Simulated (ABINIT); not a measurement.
# A GW chain in ABINIT: K2PdC2 (P-3m1), part 3 of 3

How does a plane-wave GW calculation on K2PdC2 (P-3m1) run from the first input to the gap?

ABINIT 10.8.3; PBEsol and many-body steps on it, plane waves. Known limits of the many-body steps: not at the basis limit; no spin polarisation; d states lean on the start; no spin-orbit coupling; coarse k mesh.

So far. Step 3 (Bands along the symmetry lines): The gap is 1.364 eV, as in the run before at this level. Step 4 (Empty states on the mesh, 3×3×2 mesh, 111 bands): On this mesh the gap is 1.694 eV. The earlier step found 1.364 eV, so this mesh misses an edge.

In doubt: a PseudoDojo file used here is known to give poor structures and forces, which bears on pressures, cells, forces and phonons.

### Step 5. Screening, 3×3×2 mesh, 101 bands, screening to 106.1 eV

The RPA dielectric matrix is built and inverted for each q.

This step: RPA screening on PBEsol, plane waves, norm-conserving pseudopotentials.

File run.abi:

```
acell 3*1.0 Angstrom
rprim 
  5.118184061448 -0.000000000011 0.000000000000
  -2.559092030714 4.432477418464 0.000000000000
  0.000000000000 0.000000000000 5.258137180000
ntypat 3
znucl 19 46 6
natom 5
typat 1 1 2 3 3
xred 
  0.666666666667 0.333333333333 0.720198210000
  0.333333333333 0.666666666667 0.279801790000
  0.000000000000 0.000000000000 0.000000000000
  0.000000000000 0.000000000000 0.620196780000
  0.000000000000 0.000000000000 0.379803220000
pp_dirpath "pseudos"
pseudos "K.upf, Pd.upf, C.upf"
ecut 37
ngkpt 3 3 2
nshiftk 1
shiftk 0 0 0
kptopt 1
chksymbreak 0
istwfk *1
occopt 1
irdwfk 1
optdriver 3
nband 101
ecuteps 3.9
inclvkb 2
awtr 1
symchi 1
indata_prefix "in"
outdata_prefix "out"
tmpdata_prefix "tmp"
```

Command:

```sh
> OMP_NUM_THREADS=1 mpirun -n 4 abinit run.abi > log
```

Numbers of over 12 decimals in the logs are rounded to 6 here.

Output:

```text
.Version 10.8.3 of ABINIT. v10.8.2 released Aug 2026.

 Symmetries : space group P-3 m 1 (#164); Bravais hP (primitive hexag.)
[... echo of the input left out ...]
== DATASET  1 ==================================================================
-   mpi_nproc: 4, omp_nthreads: 1 (-1 if OMP is not activated)

--- !DatasetInfo
iteration_state: {dtset: 1, }
dimensions: {natom: 5, nkpt: 6, mband: 101, nsppol: 1, nspinor: 1, nspden: 1, mpw: 8704, }
cutoff_energies: {ecut:  37.0, pawecutdg:  -1.0, }
electrons: {nelect:   4.40000000E+01, charge:   0.00000000E+00, occopt:   1.00000000E+00, tsmear:   1.00000000E-02, }

 SCREENING: Calculation of the susceptibility and dielectric matrices

 Based on a program developped by R.W. Godby, V. Olevano, G. Onida, and L. Reining.
 Incorporated in ABINIT by V. Olevano, G.-M. Rignanese, and M. Torrent.
.Using double precision arithmetic ; gwpc =  8

[... cell and pseudopotentials left out ...]
--------------------------------------------------------------------------------

 ==== K-mesh for the wavefunctions ====
 Number of points in the irreducible wedge :     6
[... list of points left out ...]
 Together with 12 symmetry operations and time-reversal symmetry
 yields    18 points in the full Brillouin Zone.

 ==== Q-mesh for the screening function ====
 Number of points in the irreducible wedge :     6
[... list of points left out ...]
 Together with 12 symmetry operations and time-reversal symmetry
 yields    18 points in the full Brillouin Zone.

 setmesh: FFT mesh size selected  =    32x   32x   36
          total number of points  =        36864

 vcoul_init : cutoff-mode = AUXILIARY_FUNCTION
 q-points for optical limit:   1
     1)      0.000010    0.000020    0.000030

- screening: taking advantage of time-reversal symmetry
- Maximum band index for partially occupied states nbvw = 22
- Remaining bands to be divided among processors   nbcw = 79
- Number of bands treated by each node ~19

 Number of electrons calculated from density =   44.0000; Expected =   44.0000
 average of density, n =  0.054659
 r_s =    1.6346
 omega_plasma =   22.5521 [eV]

 calculating chi0 at frequencies [eV] :
  1    0.000000E+00    0.000000E+00
  2    0.000000E+00    2.255207E+01

--------------------------------------------------------------------------------
  q-point number  1        q = ( 0.000000, 0.000000, 0.000000) [r.l.u.]
--------------------------------------------------------------------------------
[... chi0 elements left out ...]
 For q-point:  0.000010 0.000020 0.000030
  dielectric constant =  10.5200
  dielectric constant without local fields =  12.5502

  Average fulfillment of the sum rule on Im[epsilon] for q-point    1 :     47.90  [%]
[... wings left out ...]
  q-point number  2        q = ( 0.333333, 0.000000, 0.000000) [r.l.u.]
--------------------------------------------------------------------------------
[... chi0 elements left out ...]
  Average fulfillment of the sum rule on Im[epsilon] for q-point    2 :     56.07  [%]

 [... 4 further q-points ...]
```

Elapsed: 44 s, on 4 MPI ranks of Arm Neoverse V1, shared host; peak memory 1.2 GiB.

Numbers from this step:

* ε∞ with local fields, on this mesh, along the program's q direction: 10.52
* the same without local fields: 12.55
* plasma frequency: 22.55 eV
* plane waves in the screening matrix: 315

Local fields lower ε∞ by 16 %. On a Γ-centred mesh this coarse the value itself is usually too large, while a short band sum pulls it down.

### Step 6. Self-energy, 3×3×2 mesh, 101 bands, screening to 106.1 eV

The self-energy is evaluated for the states that the input lists, and the levels follow from it, in one-shot runs by the linearised quasiparticle equation.

This step: G0W0 on PBEsol, plane waves, norm-conserving pseudopotentials.

Changes to run.abi since step 5:

```diff
@@ -26,8 +26,19 @@
 irdwfk 1
-optdriver 3
+optdriver 4
 nband 101
+gwcalctyp 0
+ecutsigx 37
+symsigma 1
+nkptgw 3
+kptgw 
+  0.0000000000 0.0000000000 0.5000000000
+  0.3333333333 0.0000000000 0.5000000000
+  0.0000000000 0.0000000000 0.0000000000
+bdgw 
+  21 24
+  21 24
+  21 24
 ecuteps 3.9
-inclvkb 2
-awtr 1
-symchi 1
+irdscr 1
+ppmodel 1
 indata_prefix "in"
```

Output:

```text
.Version 10.8.3 of ABINIT. v10.8.2 released Aug 2026.

 Symmetries : space group P-3 m 1 (#164); Bravais hP (primitive hexag.)
[... echo of the input left out ...]
== DATASET  1 ==================================================================
-   mpi_nproc: 4, omp_nthreads: 1 (-1 if OMP is not activated)

--- !DatasetInfo
iteration_state: {dtset: 1, }
dimensions: {natom: 5, nkpt: 6, mband: 101, nsppol: 1, nspinor: 1, nspden: 1, mpw: 8704, }
cutoff_energies: {ecut:  37.0, pawecutdg:  -1.0, }
electrons: {nelect:   4.40000000E+01, charge:   0.00000000E+00, occopt:   1.00000000E+00, tsmear:   1.00000000E-02, }

 SIGMA: Calculation of the GW corrections

 Based on a program developped by R.W. Godby, V. Olevano, G. Onida, and L. Reining.
 Incorporated in ABINIT by V. Olevano, G.-M. Rignanese, and M. Torrent.
.Using double precision arithmetic ; gwpc =  8

[... cell and pseudopotentials left out ...]
--------------------------------------------------------------------------------

 ==== K-mesh for the wavefunctions ====
 Number of points in the irreducible wedge :     6
[... list of points left out ...]
 Together with 12 symmetry operations and time-reversal symmetry
 yields    18 points in the full Brillouin Zone.

 ==== Q-mesh for screening function ====
 Number of points in the irreducible wedge :     6
[... list of points left out ...]
 Together with 12 symmetry operations and time-reversal symmetry
 yields    18 points in the full Brillouin Zone.

 vcoul_init : cutoff-mode = AUXILIARY_FUNCTION
 q-points for optical limit:   1
     1)      0.000010    0.000020    0.000030
 setmesh: FFT mesh size selected  =    45x   45x   60
          total number of points  =       121500

 Number of electrons calculated from density =   44.0000; Expected =   44.0000
 average of density, n =  0.054659
 r_s =    1.6346
 omega_plasma =   22.5521 [eV]

 === KS Band Gaps ===
  >>>> For spin  1
   Minimum direct gap =   1.7136 [eV], located at k-point      :   0.3333  0.0000  0.5000
   Fundamental gap    =   1.6937 [eV], Top of valence bands at :   0.0000  0.0000  0.5000
                                       Bottom of conduction at :   0.3333  0.0000  0.5000
 SIGMA fundamental parameters:
 PLASMON POLE MODEL  1
 number of plane-waves for SigmaX                 8613
 number of plane-waves for SigmaC and W            315
 number of plane-waves for wavefunctions          8613
 number of bands                                   101
 number of independent spin polarizations            1
 number of spinorial components                      1
 number of k-points in IBZ                           6
 number of q-points in IBZ                           6
 number of symmetry operations                      12
 number of k-points in BZ                           18
 number of q-points in BZ                           18
 number of frequencies for dSigma/dE                 9
 frequency step for dSigma/dE [eV]                0.25
 number of omega for Sigma on real axis              0
 max omega for Sigma on real axis  [eV]           0.00
 zcut for avoiding poles [eV]                     0.10

 EPSILON^-1 parameters (SCR file):
 dimension of the eps^-1 matrix on file            315
 dimension of the eps^-1 matrix used               315
 number of plane-waves for wavefunctions          8613
 number of bands                                   101
 number of q-points in IBZ                           6
 number of frequencies                               2
 number of real frequencies                          1
 number of imag frequencies                          1

 matrix elements of self-energy operator (all in [eV])

 Perturbative Calculation

--- !SelfEnergy_ee
iteration_state: {dtset: 1, }
kpoint     : [   0.000,    0.000,    0.500, ]
spin       : 1
KS_gap     :    2.660
QP_gap     :    3.821
Delta_QP_KS:    1.161
data: !SigmaeeData |
     Band     E0 <VxcDFT>   SigX SigC(E0)      Z dSigC/dE  Sig(E)    E-E0       E
       21   3.223 -20.018 -24.052   4.022   0.755  -0.325 -20.027  -0.009   3.214
       22   3.223 -20.018 -24.052   4.022   0.755  -0.325 -20.027  -0.009   3.214
       23   5.883 -10.705  -6.226  -3.035   0.797  -0.254  -9.554   1.152   7.035
       24   5.883 -10.705  -6.226  -3.035   0.797  -0.254  -9.554   1.152   7.035

--- !SelfEnergy_ee
iteration_state: {dtset: 1, }
kpoint     : [   0.333,    0.000,    0.500, ]
spin       : 1
KS_gap     :    1.714
QP_gap     :    2.460
Delta_QP_KS:    0.747
data: !SigmaeeData |
     Band     E0 <VxcDFT>   SigX SigC(E0)      Z dSigC/dE  Sig(E)    E-E0       E
       21   3.181 -20.033 -24.124   4.062   0.755  -0.325 -20.055  -0.022   3.159
       22   3.204 -19.892 -23.909   3.996   0.755  -0.325 -19.908  -0.016   3.187
       23   4.917  -9.738  -6.111  -2.718   0.804  -0.244  -9.007   0.731   5.648
       24   6.027 -10.743  -6.345  -3.036   0.795  -0.258  -9.660   1.083   7.110

--- !SelfEnergy_ee
iteration_state: {dtset: 1, }
kpoint     : [   0.000,    0.000,    0.000, ]
spin       : 1
KS_gap     :    5.247
QP_gap     :    6.077
Delta_QP_KS:    0.830
data: !SigmaeeData |
     Band     E0 <VxcDFT>   SigX SigC(E0)      Z dSigC/dE  Sig(E)    E-E0       E
       21   2.088 -21.547 -27.218   5.460   0.732  -0.366 -21.701  -0.154   1.934
       22   2.088 -21.547 -27.218   5.460   0.732  -0.366 -21.701  -0.154   1.934
       23   7.336 -10.962  -7.114  -3.010   0.807  -0.239 -10.286   0.676   8.011
       24   7.675  -7.427  -3.056  -3.515   0.822  -0.217  -6.724   0.703   8.378

== END DATASET(S) ==============================================================
================================================================================

 -outvars: echo values of variables after computation  --------
           etotal      0.0000000000E+00
            nband         101
             nkpt           6
          spgroup         164
 [... the other variables as echoed above ...]

 Calculation completed.
```

Wall time 17 s (4 MPI ranks); peak memory 0.98 GiB.

Numbers from this step:

```yaml
g0w0_gap_on_the_points_computed: 2.434 eV
starting_gap_on_the_mesh: 1.694 eV
k_of_the_valence_top: 0, 0, 0.5
k_of_the_conduction_bottom: 0.3333, 0, 0.5
z_at_the_valence_top: 0.755
z_at_the_conduction_bottom: 0.804
least_direct_g0w0_gap_on_the_computed_points: 2.461 eV
```

The gap on the mesh goes from 1.69 eV to 2.43 eV, a correction of +0.74 eV. The start differs from the 1.36 eV found before because the two sample other k points.

Limits: finite bands, cutoff and mesh; no spin polarisation; d states lean on the start; no spin-orbit coupling; coarse k mesh. v1 is the top filled band, c1 the lowest empty one. Levels before and after the correction, in eV, zero at the valence-band top of each column:

|  | conduction bottom | valence top |
| --- | --- | --- |
| Kohn-Sham | 1.69 | 0.00 |
| G0W0 | 2.43 | 0.00 |

|  | level | energy (eV) |
| --- | --- | --- |
| Kohn-Sham | (0 0 0.5) v2-v1 | 0.000 |
| Kohn-Sham | (0 0 0.5) c1-c2 | 2.660 |
| Kohn-Sham | (0.333 0 0.5) v2 | -0.042 |
| Kohn-Sham | (0.333 0 0.5) v1 | -0.020 |
| Kohn-Sham | (0.333 0 0.5) c1 | 1.694 |
| Kohn-Sham | (0.333 0 0.5) c2 | 2.804 |
| G0W0 | (0 0 0.5) v2-v1 | 0.000 |
| G0W0 | (0 0 0.5) c1-c2 | 3.821 |
| G0W0 | (0.333 0 0.5) v2 | -0.055 |
| G0W0 | (0.333 0 0.5) v1 | -0.027 |
| G0W0 | (0.333 0 0.5) c1 | 2.434 |
| G0W0 | (0.333 0 0.5) c2 | 3.896 |

### Step 7. Where the time went

Times are wall times on 4 MPI ranks of Arm Neoverse V1, shared host, good to a factor of about two.

| step | time | share | memory (GiB) |
| --- | --- | --- | --- |
| ground state | 1.8 min | 27 % | 0.54 |
| bands along the symmetry lines | 2.8 min | 42 % | 0.59 |
| empty states on the mesh | 62 s | 15 % | 0.42 |
| screening | 44 s | 11 % | 1.2 |
| self-energy | 17 s | 4 % | 0.98 |

### Step 8. Summary of results

| Item | Value |
| --- | --- |
| PBEsol gap | 1.36 eV, indirect (only 26 meV under the direct gap) |
| G0W0 gap on the mesh | 2.43 eV |
| G0W0 gap over the zone (rigid shift) | 2.10 eV |
| GW settings | 3×3×2 mesh, 101 bands, screening to 106.1 eV, Godby-Needs plasmon pole |
| known limits | not at the basis limit; no spin polarisation; d states lean on the start; no spin-orbit coupling; coarse k mesh |

G0W0 moves the gap on the mesh from 1.69 eV to 2.43 eV (+0.74 eV), with Z of 0.76 and 0.80 at the edges. The mesh misses the band edges by 0.33 eV in all; a rigid shift gives 2.10 eV for the zone. Local fields lower the RPA ε∞ on this mesh from 12.55 to 10.52; a Γ-centred mesh this coarse tends to raise both, most where the direct gap is narrow, while a short band sum lowers them. Only 3 of the mesh's irreducible points were corrected, so a valley elsewhere could overtake. The dearest step here is «bands along the symmetry lines». Bands and cutoff are finite, so the gap is not at the basis limit. The miss can reach some tenths of an eV and take either sign; the mesh is an error of its own. In the G0W0 run levels were corrected at 3 k points alone, so a gap called «on the mesh» is the least over those, and an edge elsewhere would be missed. A denser mesh or path gives a starting gap of 1.36 eV: the GW mesh misses a band edge, so its gaps are not the fundamental one. The 3×3×2 mesh is coarse for this cell, which bears on the long-range parts of exchange and screening. The runs have no spin polarisation. For a closed low-spin shell that is the natural state; where a d or f shell is open it is a constraint, and the gap is then not the crystal's own. With d states at the gap, one-shot GW leans hard on its start. The many-body steps are scalar-relativistic: spin-orbit coupling is not in them.

[Paths, hosts, dates, memory and timing lines, banners, echoed tables and standing remarks are left out of the program output.]

[Logs are printed without paths, hosts, clocks, repeated set-up lines and the standing remarks that a program may print on its own settings, such as how far it seeks lower states.]

[Runs of the session that timed out or met a known fault of the program may be left out.]

[Hosts, paths, dates, database ids (printed as entryN), source tags and the programs' standing remarks are cut or masked in the printed files.]

[G0W0 gaps are taken among the corrected bands and points alone; a level outside them can change the order at an edge.]

[Where Ansatz stands beside ABINIT at settings called matched, ABINIT's density can come from a denser mesh and the files from another edition; pairs whose starting gaps differed by over 0.03 eV were left out, so agreement reads better than it is.]
